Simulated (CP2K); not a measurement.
Two runs for the C K edge of thiourea. Run A: CP2K XAS_TDP, all-electron GAPW, PBEh(45%), aug-cc-pVDZ, TDA, no relativity. Run B differs in one setting.

First lines with a strength over 0.0015. A:

```
                    atom  energy (eV)  states  strength, one atom
C2 (bonded to 2 N and S)       283.19       1              0.0765
                               288.23       1              0.0135
                               288.24       1              0.0082
                               288.96       1              0.0077
                               289.05       1              0.0066
```

B:

```
                    atom  energy (eV)  states  strength, one atom
C2 (bonded to 2 N and S)       288.69       1              0.0751
                               293.73       1              0.0132
                               293.74       1              0.0080
                               294.46       1              0.0076
                               294.55       1              0.0065
```

Q: Which was it: the functional, the basis, scalar relativity switched on, GW2X switched on?

GW2X switched on. GW2X shifts an atom's lines together and keeps their spacings. Against PBEh(45%) in aug-cc-pVDZ, the leading line moves by +5.50 eV, to 288.69 eV.

[Banner, clock and machine lines of the logs are left out without a mark of their own.]

[Logs are printed without paths, hosts, clocks, repeated set-up lines and the standing remarks that a program may print on its own settings, such as how far it seeks lower states.]

[Hosts, paths, dates, database ids (printed as entryN), source tags and the programs' standing remarks are cut or masked in the printed files.]
